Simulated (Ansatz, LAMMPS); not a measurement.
# Structural relaxation of amorphous 96SiO2-4B2O3 (mol %) (86 atoms)

Aim: bring amorphous 96SiO2-4B2O3 (mol %) (86 atoms) to a nearby minimum of the energy and see what moves.

Calculated with Ansatz 0.2.0; Kohn-Sham DFT, PBE, PAW (set soft_2), plane waves.

**1. The structure**

The cell holds 86 atoms: 27 Si, 2 B and 57 O. Cell: a = 10.879 Å, b = 10.879 Å, c = 10.879 Å, α = 90.0°, β = 90.0°, γ = 90.0°. 86 atoms (27 Si, 2 B, 57 O) placed at random at 2.18 g/cm³, melted at 4000 K for 10 ps at fixed volume with the Buckingham and Coulomb pair potential of Guillot and Sator (Geochim. Cosmochim. Acta 71, 1249 (2007)) with the boron terms of Wang et al. (J. Non-Cryst. Solids 498, 294 (2018)). Quenched from 4000 K to 300 K at 100 K/ps and fixed volume, held 5 ps, then minimised at fixed cell.

Limits known from the start: The quench rate of 100 K/ps far exceeds what a furnace or splat quench reaches, so expect more defects and frozen-in strain than in a real sample. The network of bonds at the start is that of the classical potential that made the cell. Only the Γ point is sampled in the main run, in a cell whose shortest periodic width is 11 Å.

**2. The classical run that made the cell**

A classical potential makes the cell, at a small fraction of what the same run would cost in DFT.

This step: classical MD, Buckingham and Coulomb pair potential of Guillot and Sator (Geochim. Cosmochim. Acta 71, 1249 (2007)) with the boron terms of Wang et al. (J. Non-Cryst. Solids 498, 294 (2018)) (LAMMPS 22 Jul 2025 - Update 4).

File in.lmp:

```
# melt-quench of Si27B2O57
units metal
atom_style charge
boundary p p p
region box block 0 10.8793 0 10.8793 0 10.8793
create_box 3 box
mass 1 28.0850   # Si
mass 2 10.8100   # B
mass 3 15.9990   # O
create_atoms 1 random 27 37530 NULL overlap 1.5 maxtry 2000
create_atoms 2 random 2 37537 NULL overlap 1.5 maxtry 2000
create_atoms 3 random 57 37544 NULL overlap 1.5 maxtry 2000
pair_style buck/coul/long 9.0
pair_coeff * * 0.0 1.0 0.0
pair_coeff 1 3 50306.10 0.161 46.2978   # Si-O
pair_coeff 2 3 206941.81 0.124 35.0018   # B-O
pair_coeff 3 3 9022.79 0.265 85.0921   # O-O
pair_coeff 2 2 484.40 0.35 0.0   # B-B
pair_coeff 1 2 337.70 0.29 0.0   # Si-B
set type 1 charge 1.89
set type 2 charge 1.4175
set type 3 charge -0.945
kspace_style pppm 1.0e-4
neigh_modify delay 0 every 1 check yes
thermo_style custom step time temp pe press density
thermo_modify norm yes
timestep 0.001
thermo 100
min_style cg
minimize 1e-4 1e-4 200 2000
reset_timestep 0
velocity all create 4000 37531 mom yes dist gaussian
fix lim all nve/limit 0.05
fix lan all langevin 4000 4000 0.1 37532 zero yes
# [... 12 lines left out ...]
thermo 2500
fix md all nvt temp 300 300 0.1
run 5000 post no
unfix md
thermo 100
min_style cg
minimize 0 1e-3 2000 20000
write_dump all custom glass.dump id type xs ys zs modify sort id
```

Command:

```console
lmp -in in.lmp -log none -nocite
```

The log of the run:

```text
LAMMPS (22 Jul 2025 - Update 4)
Created orthogonal box = (0 0 0) to (10.8793 10.8793 10.8793)
Created 27 atoms
Created 2 atoms
Created 57 atoms
PPPM initialization ...
  G vector (1/distance) = 0.32586193
  grid = 9 9 9
  estimated relative force accuracy = 7.8692621e-05
   Step          Time           Temp          PotEng         Press         Density
         0   0              0             -0.092886724    887254.16      2.1817758
        95   0.095          0             -11.729414     -25252.964      2.1817758
Loop time of 0.077451 s on 1 MPI rank(s) for 95 steps with 86 atoms
Minimization stats:
  Stopping criterion = energy tolerance
  Energy initial, next-to-last, final =
    -0.0928867239897969  -11.7285945976946  -11.7294139327801
  Force two-norm initial, final = 401.27072 3.6631691
  Iterations, force evaluations = 95 144
   Step          Time           Temp          PotEng         Press         Density
         0   0              4000          -11.729414      11202.263      2.1817758
       500   0.5            3983.504      -11.379129      14819.927      2.1817758
      1000   1              4298.779      -11.358356      7532.6643      2.1817758
Loop time of 0.412411 s on 1 MPI rank(s) for 1000 steps with 86 atoms
   Step          Time           Temp          PotEng         Press         Density
[... 2 lines left out ...]
      3332   3.332          3965.4871     -11.294961     -36017.799      2.1817758
      4998   4.998          4239.1892     -11.202857     -32880.299      2.1817758
      6664   6.664          3611.0786     -11.322645      42869.956      2.1817758
      8330   8.33           4524.4567     -11.385786     -8809.9472      2.1817758
      9996   9.996          4358.5282     -11.388474     -14430.242      2.1817758
[... 1 line left out ...]
Loop time of 4.127 s on 1 MPI rank(s) for 10000 steps with 86 atoms
   Step          Time           Temp          PotEng         Press         Density
[... 12 lines left out ...]
Loop time of 14.6634 s on 1 MPI rank(s) for 37000 steps with 86 atoms
   Step          Time           Temp          PotEng         Press         Density
[... 2 lines left out ...]
     52500   52.5           326.64704     -11.99269      -14159.618      2.1817758
     53000   53             315.88296     -11.984766     -13427.667      2.1817758
Loop time of 1.91191 s on 1 MPI rank(s) for 5000 steps with 86 atoms
   Step          Time           Temp          PotEng         Press         Density
     53000   53             315.88296     -11.984766     -13427.667      2.1817758
     53030   53.03          315.88296     -12.027294     -19231.101      2.1817758
Loop time of 0.0471376 s on 1 MPI rank(s) for 30 steps with 86 atoms
Minimization stats:
  Stopping criterion = linesearch alpha is zero
  Energy initial, next-to-last, final =
     -11.9847658222734  -12.0272944767154  -12.0272944767154
  Force two-norm initial, final = 15.585267 0.97798932
  Iterations, force evaluations = 30 91
```

Elapsed: 21 s, on 1 thread of Arm Neoverse V1, shared host; peak memory 0.073 GiB.

**3. Single point at the start**

The forces at the start show how far the geometry lies from a minimum of this functional.

File input.yaml:

```yaml
crystal:
  lattice:
    - [10.8793, 0.0, 0.0]
    - [0.0, 10.8793, 0.0]
    - [0.0, 0.0, 10.8793]
  atoms:
    - { symbol: Si, position: [0.49659, 0.78818, 0.72936] }
    - { symbol: Si, position: [0.68617, 0.63479, 0.03836] }
    - { symbol: Si, position: [0.21776, 0.88612, 0.24508] }
    - { symbol: Si, position: [0.36921, 0.14183, 0.95077] }
    - { symbol: Si, position: [0.72725, 0.36194, 0.40178] }
    - { symbol: Si, position: [0.48559, 0.28572, 0.35722] }
    - { symbol: Si, position: [0.31109, 0.18108, 0.52176] }
    - { symbol: Si, position: [0.27138, 0.47798, 0.12481] }
    - { symbol: Si, position: [0.5633, 0.52197, 0.78674] }
    - { symbol: Si, position: [0.15452, 0.53295, 0.62515] }
    - { symbol: Si, position: [0.93889, 0.33658, 0.61141] }
    - { symbol: Si, position: [0.4525, 0.05163, 0.19406] }
    - { symbol: Si, position: [0.77816, 0.6352, 0.44501] }
    - { symbol: Si, position: [0.53697, 0.44873, 0.12068] }
    - { symbol: Si, position: [0.33124, 0.35173, 0.76707] }
    - { symbol: Si, position: [0.8384, 0.08125, 0.55651] }
    - { symbol: Si, position: [0.06785, 0.09781, 0.37613] }
    - { symbol: Si, position: [0.63653, 0.04617, 0.98785] }
    - { symbol: Si, position: [0.56418, 0.06122, 0.43814] }
    - { symbol: Si, position: [0.91883, 0.6016, 0.21766] }
    - { symbol: Si, position: [0.02526, 0.33801, 0.19779] }
    - { symbol: Si, position: [0.53154, 0.78621, 0.45166] }
    - { symbol: Si, position: [0.76519, 0.27666, 0.12161] }
    - { symbol: Si, position: [0.13522, 0.71017, 0.05345] }
    - { symbol: Si, position: [0.77398, 0.89105, 0.77788] }
    - { symbol: Si, position: [0.05108, 0.76685, 0.7841] }
    - { symbol: Si, position: [0.29609, 0.63506, 0.37758] }
    - { symbol: B, position: [0.79742, 0.51448, 0.66656] }
    - { symbol: B, position: [0.27714, 0.91604, 0.83279] }
    - { symbol: O, position: [0.38768, 0.85534, 0.80706] }
    - { symbol: O, position: [0.04732, 0.22465, 0.29538] }
    - { symbol: O, position: [0.70083, 0.09721, 0.48755] }
    - { symbol: O, position: [0.24211, 0.46792, 0.73108] }
    - { symbol: O, position: [0.83947, 0.59404, 0.57582] }
    - { symbol: O, position: [0.90618, 0.81426, 0.78478] }
    - { symbol: O, position: [0.03673, 0.66852, 0.15752] }
    - { symbol: O, position: [0.43917, 0.09541, 0.51725] }
    - { symbol: O, position: [0.16551, 0.87177, 0.78572] }
    - { symbol: O, position: [0.51059, 0.38416, 0.2529] }
    - { symbol: O, position: [0.47133, 0.40436, 0.78414] }
    - { symbol: O, position: [0.37854, 0.14699, 0.10257] }
    - { symbol: O, position: [0.43785, 0.68394, 0.39607] }
    - { symbol: O, position: [0.66718, 0.72879, 0.47223] }
    - { symbol: O, position: [0.81041, 0.58852, 0.11377] }
    - { symbol: O, position: [0.72777, 0.99154, 0.88204] }
    - { symbol: O, position: [0.5942, 0.31365, 0.456] }
    - { symbol: O, position: [0.29143, 0.53414, 0.26526] }
    - { symbol: O, position: [0.22717, 0.76232, 0.33061] }
    - { symbol: O, position: [0.84424, 0.34708, 0.49242] }
    - { symbol: O, position: [0.06548, 0.41423, 0.58379] }
    - { symbol: O, position: [0.5169, 0.14014, 0.30636] }
    - { symbol: O, position: [0.0675, 0.71295, 0.9227] }
    - { symbol: O, position: [0.30972, 0.26231, 0.8859] }
    - { symbol: O, position: [0.1814, 0.1212, 0.47608] }
    - { symbol: O, position: [0.19736, 0.837, 0.10411] }
    - { symbol: O, position: [0.94, 0.06165, 0.44655] }
    - { symbol: O, position: [0.63708, 0.56174, 0.91256] }
    - { symbol: O, position: [0.74922, 0.28725, 0.27331] }
    - { symbol: O, position: [0.55632, 0.92111, 0.38881] }
    - { symbol: O, position: [0.91248, 0.30027, 0.10324] }
    - { symbol: O, position: [0.65857, 0.37306, 0.07351] }
    - { symbol: O, position: [0.71788, 0.50988, 0.38351] }
    - { symbol: O, position: [0.96597, 0.46375, 0.26031] }
    - { symbol: O, position: [0.31414, 0.25688, 0.64947] }
    - { symbol: O, position: [0.57383, 0.59272, 0.13196] }
    - { symbol: O, position: [0.48136, 0.64053, 0.74593] }
    - { symbol: O, position: [0.67091, 0.50564, 0.68387] }
    - { symbol: O, position: [0.87425, 0.67626, 0.33935] }
    - { symbol: O, position: [0.71834, 0.14656, 0.06653] }
    - { symbol: O, position: [0.34783, 0.96315, 0.2521] }
    - { symbol: O, position: [0.9124, 0.19015, 0.63654] }
    - { symbol: O, position: [0.51674, 0.11646, 0.9172] }
    - { symbol: O, position: [0.64384, 0.81668, 0.74978] }
    - { symbol: O, position: [0.15536, 0.38275, 0.13585] }
    - { symbol: O, position: [0.2345, 0.57956, 0.50414] }
    - { symbol: O, position: [0.08678, 0.65506, 0.68649] }
    - { symbol: O, position: [0.23606, 0.60071, 0.04663] }
    - { symbol: O, position: [0.28884, 0.0231, 0.90281] }
    - { symbol: O, position: [0.87375, 0.42478, 0.71556] }
    - { symbol: O, position: [0.70025, 0.77677, 0.00738] }
    - { symbol: O, position: [0.55333, 0.98836, 0.10447] }
    - { symbol: O, position: [0.11395, 0.98396, 0.28993] }
    - { symbol: O, position: [0.47268, 0.82328, 0.58511] }
    - { symbol: O, position: [0.34866, 0.27847, 0.41062] }
    - { symbol: O, position: [0.40057, 0.43324, 0.06156] }
    - { symbol: O, position: [0.8047, 0.97221, 0.65227] }
kpoints:
  mp_grid: { grid: [1, 1, 1] }
hamiltonian:
  xc: pbe
scf:
  occupations: { method: fermi_dirac, width: 0.025 }
output:
  forces: true
```

Command:

```console
ansatz run input.yaml --threads 4 --pin off --max-ram 8192MiB --backend cpu --events-out ev --progress --plain --runs-dir out
```

The log of the run:

```text
Engine: ansatz 0.2.0, aarch64-unknown-linux-gnu
Pseudopotentials: kind: paw
Pseudopotential: Si, paw, valence charge 4, recommended cutoff 420 eV (normal), Si.paw.azcp
Pseudopotential: B, paw, valence charge 3, recommended cutoff 420 eV (normal), B.paw.azcp
Pseudopotential: O, paw, valence charge 6, recommended cutoff 420 eV (normal), O.paw.azcp
Functional definition: PBE
  parameter kappa = 0.804
  parameter beta = 0.066725
  exchange = pbe_x(kappa = kappa, mu = beta*pi^2/3)
  correlation = pbe_c(beta = beta)
Crystal: 86 atoms, lattice volume = 1287.665 Å³
Basis set: ecut = 420 eV, 25269 PW (Γ), exchange–correlation on 150×150×150 points (8 copies of the dense FFT grid, shifted against one another)
Bands: 314, of which v1, the nominal top of the filled ones, is band 228 counted from 1 (227 counted from 0)
Symmetry: 1 space group operations
Space group: P1 (ITA 1), of the structure as read, at distance tolerance 1.1e-4 Å
k-points: 1
Non-local potential: Si, projectors of the file, l = 0: 2, l = 1: 2, l = 2: 2
Non-local potential: B, projectors of the file, l = 0: 2, l = 1: 2, l = 2: 1
Non-local potential: O, projectors of the file, l = 0: 2, l = 1: 2, l = 2: 1
PAW form: soft (Blöchl's): semilocal exchange-correlation on the pseudo side does not see the compensation charge
PAW one-centre angular grid: Si, 110 points (default); XC on 64 Gauss nodes
PAW one-centre angular grid: B, 110 points (default); XC on 64 Gauss nodes
PAW one-centre angular grid: O, 110 points (default); XC on 64 Gauss nodes
Initial density: superposition of atomic densities (neutral atoms: chi_scale 0, normalization atom), corrected by the library's trained network
Initial wavefunctions: pseudopotential atomic-orbital guess
Functional: x = pbe(κ = 0.804, μ = 0.219515), c = pbe(β = 0.066725)
SCF iter   1: F=—  HF=-49904.402272 eV  |F-HF|=—  |Δ(HF+E_count)|=         —  Δρ=4.04e-3  dr2=4.67e-1  ethr=1.77e-3  ⟨swp⟩=7.0  Hψ=1572  notcnv=0  defer=51
preconditioner: auto → Resta (q_TF=auto, 2.295 Å⁻¹)  ε∞=2.9  [insulator: Δε(μ)=2.770 eV  Ē_g=16.002 eV  σ=0.025 eV  W_gap=1.00  n_scr=250 (ndim 8)  ℏωp=22.1 eV  f_vac=0.245  D(μ)=0.00/eV (n_scr^D=0)  ε∞_Penn≈2.9  vacuum switching on, ρ_ref=1.9e-2 e/Å³]
SCF iter   2: F=—  HF=-49904.282362 eV  |F-HF|=—  |Δ(HF+E_count)|=   1.20e-1  Δρ=2.53e-3  dr2=8.66e-2  ethr=1.02e-4  ⟨swp⟩=3.0  Hψ=545  notcnv=0  defer=81
SCF iter   3: F=—  HF=-49904.263285 eV  |F-HF|=—  |Δ(HF+E_count)|=   1.91e-2  Δρ=9.64e-4  dr2=2.27e-2  ethr=1.90e-5  ⟨swp⟩=3.0  Hψ=484  notcnv=0  defer=31
automatic band count: iteration 3 solves 264 bands in place of 314: the levels show a gap, and the empty bands left out lie too high to hold charge; the band table lists the bands solved (type scf.n_extra_bands for more)
SCF iter   4: F=—  HF=-49904.257369 eV  |F-HF|=—  |Δ(HF+E_count)|=   5.92e-3  Δρ=4.21e-4  dr2=1.86e-3  ethr=4.98e-6  ⟨swp⟩=3.0  Hψ=413  notcnv=0  defer=31
SCF iter   5: F=—  HF=-49904.257389 eV  |F-HF|=—  |Δ(HF+E_count)|=   1.92e-5  Δρ=1.77e-4  dr2=2.83e-4  ethr=4.09e-7  ⟨swp⟩=3.0  Hψ=481  notcnv=0  defer=31
SCF iter   6: F=—  HF=-49904.257399 eV  |F-HF|=—  |Δ(HF+E_count)|=   1.01e-5  Δρ=3.66e-5  dr2=1.04e-5  ethr=6.21e-8  ⟨swp⟩=2.0  Hψ=461  notcnv=0  defer=31
SCF iter   7: F=—  HF=-49904.255619 eV  |F-HF|=—  |Δ(HF+E_count)|=   1.78e-3  Δρ=1.69e-5  dr2=2.49e-6  ethr=2.27e-9  ⟨swp⟩=2.0  Hψ=461  notcnv=0  defer=31
SCF iter   8: F=—  HF=-49904.255619 eV  |F-HF|=—  |Δ(HF+E_count)|=   3.40e-7  Δρ=3.86e-6  dr2=1.23e-7  ethr=5.46e-10  ⟨swp⟩=2.0  Hψ=461  notcnv=0  defer=31
SCF iter   9: F=-49904.255619 eV  HF=-49904.255619 eV  |F-HF|=1.67e-8  |Δ(HF+E_count)|=   8.46e-8  Δρ=1.65e-6  dr2=2.55e-8  ethr=2.19e-11  ⟨swp⟩=5.0  Hψ=899  notcnv=0
SCF 1 converged in 9 iterations: F = -49904.255619 eV  dr2 = 2.55e-8
  greatest PAW one-centre occupation: 0.867 electrons in one spin orbital (limit 2), on the O atom at site 64 (counted from 0), in its partial waves of l = 0
SCF converged after 9 iterations
Free energy (F): -49904.255619 eV
Harris-Foulkes:  -49904.255619 eV  (|F-HF|=1.67e-8)
Internal energy: -49904.255619 eV  (E = F + TS)
E sigma→0 (E₀):  -49904.255619 eV
Fermi energy:    4.775661 eV
--- Per-component energies (eV) ---
  E_band       = -2677.520239
  E_kinetic    = 11426.562734
  E_local      = -37366.285187  (includes V_loc(G=0)·N_el)
  E_nonlocal   = 3391.151700
  E_hartree    = 14386.099712
  E_xc         = -5776.520088
  E_vxc        = -6729.513475  (∫ρ·V_xc dr)
  E_paw        = -23066.627920  (= ΣΔE_a)
  E_vpaw       = -2171.773408  (= ΣTr[D̂ρ^β])
  E_aug_tail   = 0.146085  (compensation charges beyond the density's cutoff)
  E_ewald      = -12898.782654
  E_smearing   = -0.000000  (= −TS)
  E_closure    = 0.000000  (closes the sum)
  Σ components = -49904.255619   (vs F -49904.255619, Δ=0.00e0)
--- Forces (eV/Å), atoms counted from 1 ---
  atom   1  Si     0.61407757    -0.40143249    -0.19225291
  atom   2  Si     0.36773143     3.06621270    -0.58182028
  atom   3  Si     0.40371714    -0.76625228     0.04778320
  atom   4  Si     1.66080777    -1.52870932    -0.33683627
  atom   5  Si     1.23489641     1.06402070    -0.64541859
  atom   6  Si     0.08688109     2.59477318    -0.29794513
  atom   7  Si     0.72837100     0.62395358    -0.33780641
  atom   8  Si    -0.42286333     1.73372402     0.84172167
  atom   9  Si     1.14936246     1.53239761     0.76520010
  atom  10  Si     0.09505721    -0.07365022     0.23155058
  atom  11  Si    -1.82465596     1.26400954    -0.73776997
  atom  12  Si    -1.13928288    -1.10055402    -3.05085022
  atom  13  Si    -0.88713083    -1.75088795    -0.33517360
  atom  14  Si     1.02337894     0.39476811     0.48936576
[...]
atom  85  O     -0.84182919    -0.42888891    -0.41696813
  atom  86  O      0.42287705     0.48036939    -0.40694602
  max |Σ_I F_I| component: 3.57e-5 eV/Å
```

Run time: 12 s. Hardware: 4 threads of Arm Neoverse V1, shared host; peak memory 1.4 GiB.

Read from the output:

```yaml
free_energy: -49904.2556 eV
free_energy_per_atom: -580.2820 eV/atom
scf_cycles: 9
r_m_s_force_component: 0.684 eV/Å
longest_force: 3.438 eV/Å
fermi_energy: 4.776 eV
```

The r.m.s. force component of 0.68 eV/Å sets the starting point.

Neighbours are counted within 2.08 Å (O-Si), 1.82 Å (O-B).

Length of the force by element and coordination:

| element | coordination | atoms | mean length of the force (eV/Å) | spread | least | most |
| --- | --- | --- | --- | --- | --- | --- |
| B | all | 2 | 1.15 | 0.423 | 0.727 | 1.57 |
| O | all | 57 | 0.708 | 0.298 | 0.132 | 1.72 |
| O | 1 | 1 | 0.542 | 0 | 0.542 | 0.542 |
| O | 2 | 55 | 0.704 | 0.297 | 0.132 | 1.72 |
| O | 3 | 1 | 1.11 | 0 | 1.11 | 1.11 |
| Si | all | 27 | 1.60 | 0.745 | 0.261 | 3.44 |

[end of part 1 of 4]

[Long decimals in the printed logs are rounded to 6 places.]

[Logs are printed without paths, hosts, clocks, repeated set-up lines and the standing remarks that a program may print on its own settings, such as how far it seeks lower states.]

[Hosts, paths, dates, database ids (printed as entryN), source tags and the programs' standing remarks are cut or masked in the printed files.]

[A walk said to have stopped at its limit may instead have ended on an SCF cycle that didn't converge.]
